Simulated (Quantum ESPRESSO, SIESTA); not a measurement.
# Deformation of the band gap of polar orthorhombic HfO2 under biaxial strain, QE, PBEsol

Calculated with Quantum ESPRESSO 7.5: PBEsol; plane waves, GBRV 1.5 ultrasoft, 50/300 Ry; k-mesh 4×5×4. The first two cell vectors are strained alike from typed lattice constants; the third vector's length and the atoms are relaxed. The gap is that between the highest filled and lowest empty Kohn-Sham level on the mesh. The typed cell isn't stress-free: at zero strain the reference's in-plane stress is -4.4 GPa, compression positive.

| in-plane strain (%) | gap on the mesh (eV) |
| --- | --- |
| -4 | 4.385 |
| -3 | 4.436 |
| -2 | 4.433 |
| -1 | 4.429 |
| 0 | 4.432 |
| +1 | 4.425 |
| +2 | ? |
| +3 | 4.493 |

**Question.** Fit a second-order form in the logarithmic strain to the rows given and interpolate to the withheld row.

**Working.**

With u = ln[(1 + ε)/(1 + ε0)], counted from the row at ε0 = +0 % where y0 = 4.432, a second-order form y = y0 + a u + b u² makes v = (y − y0)/u a line in u.

```
         u           v
-0.0408220     1.15134
-0.0304592   -0.131323
-0.0202027  -0.0494983
-0.0100503    0.298497
0.00995033   -0.703494
 0.0295588     2.06368
```

With n = 6: mean u = -0.0103375, mean v = 0.438201, Σ(u − ū)² = 0.0034349, Σ(u − ū)(v − v̄) = 0.036179. Slope b = 0.036179 / 0.0034349 = 10.533; intercept a = v̄ − b ū = 0.54708.

At the withheld row u = 0.01980, v = a + b u = 0.7557, and y = y0 + u v.

Prediction at +2: 4.447 eV. The run gave 4.436 eV, so the fit is high by 0.011 eV (0.25 % of the value).

The first-order term, +0.55 eV per unit of ln(1 + ε), is the slope of the fitted parabola at ε0; it is a deformation potential only where one valley holds the gap over the whole range, and a kink or a flat stretch in the table makes it differ from the local slope. The second-order term makes up 28 % of v at the withheld row. Among the rows given, the largest miss of the fit is at -4, by 0.042 eV (39 % of the range of the table).

Limits: The nuclei are static. The DFT runs use Fermi–Dirac occupations of width 0.01 eV, and energies are free energies. The mesh holds the band edges only if they lie on it, and semilocal functionals put gaps under measured ones. The rows don't follow a smooth parabola (r.m.s. departure 17.0 % of their range), so v is no line in u and the first-order term is poorly fixed; a kink, the k-mesh or scatter of the relaxations can each do this.

[Logs are printed without paths, hosts, clocks, repeated set-up lines and the standing remarks that a program may print on its own settings, such as how far it seeks lower states.]

[Hosts, paths, dates, database ids (printed as entryN), source tags and the programs' standing remarks are cut or masked in the printed files.]
